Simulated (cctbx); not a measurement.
## NaSr14Nb with cctbx, script by script

Library: cctbx 2025.11. The data are simulated by the first script.

## 1. Simulate the data

run.py:

```python
from cctbx import adptbx, crystal, miller, sgtbx, xray
from cctbx.array_family import flex
from iotbx.shelx import hklf
from scitbx import matrix
import scitbx.random

cs = crystal.symmetry(unit_cell=(8.122, 8.122, 12.338, 90, 90, 120), space_group_symbol='Hall: P -6 2')  # P-6m2
atoms = [  # label, site, U (iso, or U11 U22 U33 U12 U13 U23 in A^2), occupancy
    ("Nb1", (0, 0, 0.5), (0.0088, 0.0088, 0.0084, 0.0044, 0.0000, 0.0000), 1),
    ("Sr1", (2/3, 1/3, 0.7489), (0.0109, 0.0109, 0.0106, 0.0055, 0.0000, 0.0000), 1),
    ("Sr2", (0.668, 0.834, 0.7353), (0.0141, 0.0120, 0.0091, 0.0070, 0.0002, 0.0001), 1),
    ("Sr3", (0.5017, 0.4983, 0.5), (0.0089, 0.0089, 0.0091, 0.0043, 0.0000, 0.0000), 1),
    ("Sr4", (0.4968, 0.5032, 0), (0.0084, 0.0084, 0.0138, 0.0037, 0.0000, 0.0000), 1),
    ("Na1", (0, 0, 0), (0.0138, 0.0138, 0.0084, 0.0069, -0.0000, -0.0000), 1),
]
xs = xray.structure(crystal_symmetry=cs)
for label, site, u, occ in atoms:
    u = adptbx.u_cif_as_u_star(cs.unit_cell(), u) if isinstance(u, tuple) else u
    xs.add_scatterer(xray.scatterer(label, site=site, u=u, occupancy=occ))
xs.set_inelastic_form_factors(0.71073, "sasaki")
xs.show_summary()
p1 = xs.expand_to_p1()
ms = miller.build_set(p1, anomalous_flag=True, d_min=0.77)
flex.set_random_seed(285672)
scitbx.random.set_random_seed(285672)
ms = ms.select(flex.random_double(ms.size()) < 0.8)
i = ms.structure_factors_from_scatterers(p1, algorithm="direct").f_calc().as_intensity_array().data()
i = i * 20000 / flex.max(i)
sig = flex.sqrt(i + flex.pow2(0.04 * i) + 15 ** 2)
noise = scitbx.random.variate(scitbx.random.normal_distribution())(i.size())
data = ms.array(data=i + sig * noise, sigmas=sig).set_observation_type_xray_intensity()
with open("data.hkl", "w") as f:
    data.export_as_shelx_hklf(f)
print("reflections written:", data.size(), " <I/sigma> = %.1f" % flex.mean(data.data() / data.sigmas()))
for h, a, b in list(data.sort("data"))[:12]:
    print("%4d%4d%4d %9.1f %7.1f" % (h + (a, b)))
```

```console
$ python run.py
```

```text
Number of scatterers: 6
At special positions: 6
Unit cell: (8.122, 8.122, 12.338, 90, 90, 120)
Space group: P -6 m 2 (No. 187)
reflections written: 5182  <I/sigma> = 5.5
   2   0   2   20742.9   812.5
   0   2   2   20715.2   796.9
   0  -2   2   19848.5   812.5
  -2   4   0   19763.5   797.0
  -2   2   2   19736.4   812.5
   4  -2   0   19633.7   797.0
   2   0  -2   19582.7   812.5
   2  -2   2   19494.7   796.9
  -2   0   2   19466.7   796.9
   2  -2  -2   19450.2   796.9
   0  -2  -2   19341.0   812.5
  -2   2  -2   19125.1   812.5
```

Run time: 0.28 s on 1 thread of Arm Neoverse V2 (shared host), peak memory 0.07 GiB.

## 2. Symmetry

run.py:

```python
from cctbx import crystal, sgtbx, statistics
from cctbx.array_family import flex
from iotbx.shelx import hklf

p1 = crystal.symmetry(unit_cell=(8.122, 8.122, 12.338, 90, 90, 120), space_group_symbol="P 1")
raw = hklf.reader(file_name="data.hkl").as_miller_arrays(crystal_symmetry=p1, anomalous=True)[0]
print(raw.size(), "reflections to d = %.3f A" % raw.d_min())
isig = raw.data() / raw.sigmas()
print("centring   violations  <I/sigma> of those")
best = "P"
for c in "ABCIRF":
    a = raw.customized_copy(space_group_info=sgtbx.space_group_info("Hall: %s 1" % c)).sys_absent_flags().data()
    m = flex.mean(isig.select(a))
    print("%5s %10d of %5d %8.1f" % (c, (isig.select(a) > 4).count(True), a.count(True), m))
    if (isig.select(a) > 4).count(True) < 0.01 * a.count(True):
        best = c
raw = raw.select(~raw.customized_copy(space_group_info=sgtbx.space_group_info("Hall: %s 1" % best)).sys_absent_flags().data())
isig = raw.data() / raw.sigmas()
rows = []
for s in sgtbx.space_group_symbol_iterator():
    g = sgtbx.space_group(s)
    if g.conventional_centring_type_symbol() != best or not g.is_compatible_unit_cell(p1.unit_cell(), 1e-3, 0.02):
        continue
    rows.append((s, g))
print("Laue class    unique    Rint  (classes that these axes allow; Friedel mates merged)")
rint = {}
for s, g in rows:
    laue = g.build_derived_patterson_group()
    key = laue.type().hall_symbol()
    if key not in rint:
        m = raw.customized_copy(space_group_info=laue.info(), anomalous_flag=False).merge_equivalents()
        rint[key] = m.r_int()
        print("%-14s %6d %7.3f" % (laue.type().lookup_symbol(), m.array().size(), m.r_int()))
floor = min(rint.values())
good = [(s, g) for s, g in rows if rint[g.build_derived_patterson_group().type().hall_symbol()] < 2 * floor + 0.03]
top = max(g.build_derived_patterson_group().order_z() for s, g in good)
print("space group    extra absences  I>4sigma  <I/sigma>")
for s, g in good:
    laue = g.build_derived_patterson_group()
    if laue.order_z() != top:
        continue
    a = raw.customized_copy(space_group_info=g.info()).sys_absent_flags().data()
    a &= ~raw.customized_copy(space_group_info=laue.info()).sys_absent_flags().data()
    bad = (isig.select(a) > 4).count(True)
    if bad <= 0.03 * a.count(True):
        print("%-16s %8d %10d %9s  %s" % (s.universal_hermann_mauguin(), a.count(True), bad, "%.1f" % flex.mean(isig.select(a)) if a.count(True) else "-", "centric" if g.is_centric() else "acentric"))
laue = max(good, key=lambda t: t[1].build_derived_patterson_group().order_z())[1].build_derived_patterson_group()
f = raw.customized_copy(space_group_info=laue.info(), anomalous_flag=False).merge_equivalents().array().eliminate_sys_absent().f_sq_as_f()
f.set_observation_type_xray_amplitude()
bins = max(3, min(8, f.size() // 12))
f.setup_binner(n_bins=bins)
w = statistics.wilson_plot(f, {e: n / laue.order_z() for e, n in {'Nb': 1.0, 'Sr': 14.0, 'Na': 1.0}.items()}, e_statistics=True)
print("Wilson B = %.2f A^2   <|E^2-1|> = %.3f (0.968 centric, 0.736 acentric)   E^2>4: %.1f %%" % (w.wilson_b, w.mean_e_sq_minus_1, w.percent_e_sq_gt_2))
print("shell (A)         n   <I/sigma>")
m = raw.customized_copy(space_group_info=laue.info(), anomalous_flag=False).merge_equivalents().array().eliminate_sys_absent()
for b in m.setup_binner(n_bins=bins).range_used():
    sel = m.binner().selection(b)
    print("%5.2f - %4.2f %6d %8.1f" % (min(m.binner().bin_d_range(b)[0] if m.binner().bin_d_range(b)[0] > 0 else 99, 99), m.binner().bin_d_range(b)[1], sel.count(True), flex.mean((m.data() / m.sigmas()).select(sel))))
```

```console
$ python run.py
```

```text
5182 reflections to d = 0.771 A
centring   violations  <I/sigma> of those
    A        843 of  2556      4.4
    B        851 of  2623      4.3
    C        564 of  2611      2.5
    I        825 of  2580      4.3
    R       1321 of  3470      5.6
    F       1129 of  3895      3.7
Laue class    unique    Rint  (classes that these axes allow; Friedel mates merged)
P -1             3100   0.043
P 1 1 2/m        1690   0.048
P -3             1089   0.051
P -3 1 m          616   0.054
P -3 m 1          662   0.054
P 6/m             577   0.053
P 6/m m m         383   0.055
space group    extra absences  I>4sigma  <I/sigma>
P 6 2 2                 0          0         -  acentric
P 6 m m                 0          0         -  acentric
P -6 m 2                0          0         -  acentric
P -6 2 m                0          0         -  acentric
P 6/m m m               0          0         -  centric
Wilson B = 0.97 A^2   <|E^2-1|> = 1.222 (0.968 centric, 0.736 acentric)   E^2>4: 6.1 %
shell (A)         n   <I/sigma>
12.34 - 1.54     63     20.5
 1.54 - 1.22     50     19.8
 1.22 - 1.07     49     19.9
 1.07 - 0.97     47     16.7
 0.97 - 0.90     42     22.8
 0.90 - 0.85     45     17.7
 0.85 - 0.81     43     17.3
 0.81 - 0.77     44     15.2
```

Time: 0.33 s.

## 3. Charge flipping

run.py:

```python
import itertools
from cctbx import crystal, maptbx
from cctbx.array_family import flex
from iotbx.shelx import hklf
from smtbx.ab_initio import charge_flipping as cf

cs = crystal.symmetry(unit_cell=(8.122, 8.122, 12.338, 90, 90, 120), space_group_symbol='Hall: P -6 2')  # P-6m2
raw = hklf.reader(file_name="data.hkl").as_miller_arrays(crystal_symmetry=cs, anomalous=True)[0]
merged = raw.eliminate_sys_absent().merge_equivalents()
fo2 = merged.array().set_observation_type_xray_intensity()
f = fo2.average_bijvoet_mates().f_sq_as_f().resolution_filter(d_min=0.8)
p1 = f.expand_to_p1()
p1.setup_binner_counting_sorted(reflections_per_bin=max(40, p1.size() // 12))
work = p1.array(data=p1.data() / p1.amplitude_quasi_normalisations().data())
flex.set_random_seed(51747)
it = cf.weak_reflection_improved_iterator(delta=None, weak_reflection_fraction=0.1)
it.start(work, phases=flex.random_double(p1.size()) * 6.2832, f_000=0)
it.delta = 1.1 * it.rho_map.sigma()
print("cycle      R  skewness")
for n, st in enumerate(itertools.islice(it, 300)):
    if n % 25 == 0:
        print("%5d %6.3f %8.2f" % (n, st.r1_factor(), st.rho_map.skewness()))
rho = p1.phase_transfer(it.f_calc).fft_map().apply_volume_scaling()
polish = cf.low_density_elimination_iterator(constant_rho_c=rho.sigma())
polish.start(f_obs=p1, phases=it.f_calc, f_000=0)
for _ in range(8):
    next(polish)
print("origin shift          correlation  skewness")
maps = []
for fc, shift, cc in itertools.islice(cf.f_calc_symmetrisations(f, polish.f_calc, 0), 4):
    m = f.phase_transfer(fc).fft_map(symmetry_flags=maptbx.use_space_group_symmetry, resolution_factor=0.25).apply_sigma_scaling()
    maps.append((m.skewness(), cc, m))
    print("%6.3f %6.3f %6.3f %10.3f %9.2f" % (tuple(shift) + (cc, m.skewness())))
skew, cc, m = max((t for t in maps if t[1] > maps[0][1] - 0.04), key=lambda t: t[0])
print("taken: symmetry correlation %.3f, skewness %.2f" % (cc, skew))
peaks = m.peak_search(parameters=maptbx.peak_search_parameters(min_distance_sym_equiv=0.9, max_clusters=11)).all()
sps = cs.special_position_settings(min_distance_sym_equiv=0.5)
print("peak      x       y       z  mult  height/sigma")
for k, (x, h) in enumerate(zip(peaks.sites(), peaks.heights())):
    ss = sps.site_symmetry(x)
    print("Q%-3d %7.4f %7.4f %7.4f %4d %8.1f" % ((k + 1,) + tuple(t % 1 for t in ss.exact_site()) + (ss.multiplicity(), h)))
```

```console
$ python run.py
```

```text
cycle      R  skewness
    0  0.527     0.59
   25  0.262     5.32
   50  0.245     5.11
   75  0.245     5.12
  100  0.247     5.08
  125  0.247     5.11
  150  0.246     5.06
  175  0.252     5.13
  200  0.248     5.06
  225  0.251     5.08
  250  0.249     4.96
  275  0.245     5.07
origin shift          correlation  skewness
 0.054  0.849  0.329      0.907      2.38
 0.054  0.349  0.329      0.907      2.32
 0.221  0.682  0.329      0.907      2.32
 0.221  0.182  0.329      0.907      2.39
taken: symmetry correlation 0.907, skewness 2.39
peak      x       y       z  mult  height/sigma
Q1    0.3367  0.1683  0.0629    6     10.0
Q2    0.3333  0.6667  0.4065    2      9.6
Q3    0.3333  0.6667  0.0598    2      8.3
Q4    0.0000  0.0000  0.3024    2      8.2
Q5    0.3275  0.1637  0.4311    6      7.8
Q6    0.0020  0.5010  0.2981    6      7.4
Q7    0.0000  0.0000  0.1914    2      6.7
Q8    0.1537  0.5768  0.2522    6      6.4
Q9    0.1552  0.0776  0.2582    6      5.5
Q10   0.9996  0.4998  0.1954    6      5.4
Q11   0.4254  0.0798  0.2553   12      4.9
```

Time: 0.59 s.

## 4. Charge flipping

run.py, as its changes from the last script of this kind:

```diff
@@ -13,3 +13,2 @@
-p1.setup_binner_counting_sorted(reflections_per_bin=max(40, p1.size() // 12))
-work = p1.array(data=p1.data() / p1.amplitude_quasi_normalisations().data())
-flex.set_random_seed(51747)
+work = p1
+flex.set_random_seed(51748)
@@ -20,2 +19,2 @@
-for n, st in enumerate(itertools.islice(it, 300)):
-    if n % 25 == 0:
+for n, st in enumerate(itertools.islice(it, 600)):
+    if n % 50 == 0:
```

```console
$ python run.py
```

```text
cycle      R  skewness
    0  0.528     0.37
   50  0.286     4.99
  100  0.280     4.91
  150  0.277     4.86
  200  0.276     4.79
  250  0.279     4.79
  300  0.273     4.67
  350  0.275     4.65
  400  0.278     4.78
  450  0.267     4.72
  500  0.270     4.67
  550  0.276     4.70
origin shift          correlation  skewness
 0.123  0.419  0.041      0.937      6.51
 0.290  0.752  0.041      0.937      6.57
 0.290  0.252  0.041      0.937      6.51
 0.123  0.919  0.041      0.937      6.53
taken: symmetry correlation 0.937, skewness 6.57
peak      x       y       z  mult  height/sigma
Q1    0.1660  0.3321  0.5000    3     18.7
Q2    0.6667  0.3333  0.0000    1     18.0
Q3    0.3333  0.6667  0.2580    2     15.6
Q4    0.6667  0.3333  0.5000    1     15.5
Q5    0.3331  0.1665  0.2536    6     14.6
Q6    0.1681  0.3362  0.0000    3     14.4
Q7    0.6667  0.3333  0.3755    2      6.2
Q8    0.1624  0.3248  0.3704    6      3.7
Q9    0.0000  0.0000  0.3965    2      2.0
Q10   0.5453  0.0907  0.1078    6      1.9
Q11   0.2799  0.0730  0.1628   12      1.9
```

Time: 0.82 s.

## 5. Refinement (model from the peaks)

run.py:

```python
import math
from cctbx import adptbx, crystal, maptbx, sgtbx, xray
from cctbx.array_family import flex
from cctbx.xray import observations
from iotbx.shelx import hklf
from scitbx.lstbx import normal_eqns_solving
from smtbx import absolute_structure, utils
from smtbx.refinement import constraints, least_squares

cs = crystal.symmetry(unit_cell=(8.122, 8.122, 12.338, 90, 90, 120), space_group_symbol='Hall: P -6 2')  # P-6m2
atoms = [  # label, site, U (iso, or U11 U22 U33 U12 U13 U23 in A^2), occupancy
    ("Sr1", (0.166, 0.3321, 0.5), 0.0200, 1),
    ("Nb1", (0.6667, 0.3333, 0), 0.0200, 1),
    ("Sr2", (0.3333, 0.6667, 0.258), 0.0200, 1),
    ("Na1", (0.6667, 0.3333, 0.5), 0.0200, 1),
    ("Sr3", (0.3331, 0.1665, 0.2536), 0.0200, 1),
    ("Sr4", (0.1681, 0.3362, 0), 0.0200, 1),
]
xs = xray.structure(crystal_symmetry=cs)
for label, site, u, occ in atoms:
    u = adptbx.u_cif_as_u_star(cs.unit_cell(), u) if isinstance(u, tuple) else u
    xs.add_scatterer(xray.scatterer(label, site=site, u=u, occupancy=occ))
xs.set_inelastic_form_factors(0.71073, "sasaki")
raw = hklf.reader(file_name="data.hkl").as_miller_arrays(crystal_symmetry=cs, anomalous=True)[0]
merged = raw.eliminate_sys_absent().merge_equivalents()
fo2 = merged.array().set_observation_type_xray_intensity()
print("Rint %.3f, %d unique reflections to %.2f A" % (merged.r_int(), fo2.size(), fo2.d_min()))
for sc in xs.scatterers():
    sc.flags.set_grad_site(True)
    sc.flags.set_grad_u_aniso(sc.flags.use_u_aniso())
    sc.flags.set_grad_u_iso(sc.flags.use_u_iso())
obs = fo2.as_xray_observations()
extra = {}
rep = constraints.reparametrisation(xs, [], utils.connectivity_table(xs), **extra)
ls = least_squares.crystallographic_ls(obs, rep, weighting_scheme=least_squares.mainstream_shelx_weighting(a=0, b=0))
print("cycle     R1     wR2    GooF  max shift (A)")
for cycle in range(6):
    ls.build_up()
    r1, wr2, goof = ls.r1_factor(cutoff_factor=2)[0], ls.wR2(), ls.goof()
    old = xs.sites_cart()
    normal_eqns_solving.levenberg_marquardt_iterations(ls, n_max_iterations=3, tau=0.0001, step_threshold=1e-7)
    big = flex.max((xs.sites_cart() - old).norms())
    print("%4d %7.4f %7.4f %7.3f %9.5f" % (cycle + 1, r1, wr2, goof, big))
    ls.build_up(objective_only=True)
    if abs(ls.wR2() - wr2) < 5e-5 and big < 5e-4:
        break
ls.build_up()
print("final R1 %.4f wR2 %.4f GooF %.3f  parameters %d  data/parameter %.1f" % (ls.r1_factor(cutoff_factor=2)[0], ls.wR2(), ls.goof(), ls.n_parameters, fo2.size() / ls.n_parameters))
cov = ls.covariance_matrix_and_annotations()
su = dict(zip(cov.annotations, (math.sqrt(max(v, 0)) for v in cov.matrix.matrix_packed_u_diagonal())))
a2 = cs.unit_cell().reciprocal_parameters()[0] ** -2
print("atom        x        y        z      Ueq    occ   su(xyz)  su(Uiso or U11)")
for sc in xs.scatterers():
    s = max(su.get(sc.label + k, 0) for k in (".x", ".y", ".z"))
    npd = "" if sc.is_positive_definite_u(cs.unit_cell()) else "  NPD"
    print("%-5s %8.5f %8.5f %8.5f %8.4f %6.3f %8.5f %7.4f%s" % ((sc.label,) + sc.site + (sc.u_iso_or_equiv(cs.unit_cell()), sc.occupancy, s, su.get(sc.label + ".uiso", su.get(sc.label + ".u11", 0) * a2), npd)))
fo = fo2.f_sq_as_f()
fc = fo.structure_factors_from_scatterers(xs, algorithm="direct").f_calc()
diff = fo.f_obs_minus_f_calc(1 / math.sqrt(ls.scale_factor()), fc).average_bijvoet_mates()
m = diff.fft_map(symmetry_flags=maptbx.use_space_group_symmetry, resolution_factor=0.25).apply_volume_scaling()
print("difference map: max %.2f min %.2f rms %.2f" % (m.statistics().max(), m.statistics().min(), m.statistics().sigma()))
peaks = m.peak_search(parameters=maptbx.peak_search_parameters(min_distance_sym_equiv=0.6, max_clusters=5)).all()
near = xs.closest_distances(peaks.sites(), distance_cutoff=4)
sps = cs.special_position_settings(min_distance_sym_equiv=0.5)
for k, (x, h) in enumerate(zip(peaks.sites(), peaks.heights())):
    ss = sps.site_symmetry(x)
    print("Q%-3d %7.4f %7.4f %7.4f %4d %7.2f  %.2f A from %s" % ((k + 1,) + tuple(t % 1 for t in ss.exact_site()) + (ss.multiplicity(), h, near.smallest_distances[k], xs.scatterers()[near.i_seqs[k]].label)))
```

```console
$ python run.py
```

```text
Rint 0.049, 689 unique reflections to 0.77 A
cycle     R1     wR2    GooF  max shift (A)
   1  0.2432  0.4707  10.575   0.10298
   2  0.0942  0.2104   4.725   0.01074
   3  0.0874  0.1925   4.325   0.00193
   4  0.0898  0.1992   4.475   0.00040
   5  0.0873  0.1922   4.318   0.00045
   6  0.0897  0.1990   4.470   0.00041
final R1 0.0873 wR2 0.1922 GooF 4.318  parameters 11  data/parameter 62.6
atom        x        y        z      Ueq    occ   su(xyz)  su(Uiso or U11)
Sr1    0.16429  0.32857  0.50000   0.0008  1.000  0.00080  0.0007
Nb1    0.66667  0.33333  0.00000   0.0175  1.000  0.00000  0.0013
Sr2    0.33333  0.66667  0.26531   0.0025  1.000  0.00033  0.0008
Na1    0.66667  0.33333  0.50000   0.0001  1.000  0.00000  0.0048
Sr3    0.33461  0.16731  0.25883   0.0169  1.000  0.00062  0.0007
Sr4    0.16848  0.33696  0.00000   0.0273  1.000  0.00133  0.0010
difference map: max 7.56 min -7.78 rms 0.58
Q1    0.6667  0.3333  0.4651    2    7.86  0.43 A from Na1
Q2    0.0000  0.0000  0.5000    1    5.24  2.31 A from Sr1
Q3    0.0326  0.5163  0.2028    6    4.02  2.25 A from Sr2
Q4    0.1881  0.3761  0.5000    3    4.02  0.33 A from Sr1
Q5    0.3393  0.1696  0.2923    6    3.83  0.41 A from Sr3
```

Time: 0.68 s.

Figures of merit this high mean that the model is still wrong or incomplete.

[Logs are printed without paths, hosts, clocks, repeated set-up lines and the standing remarks that a program may print on its own settings, such as how far it seeks lower states.]
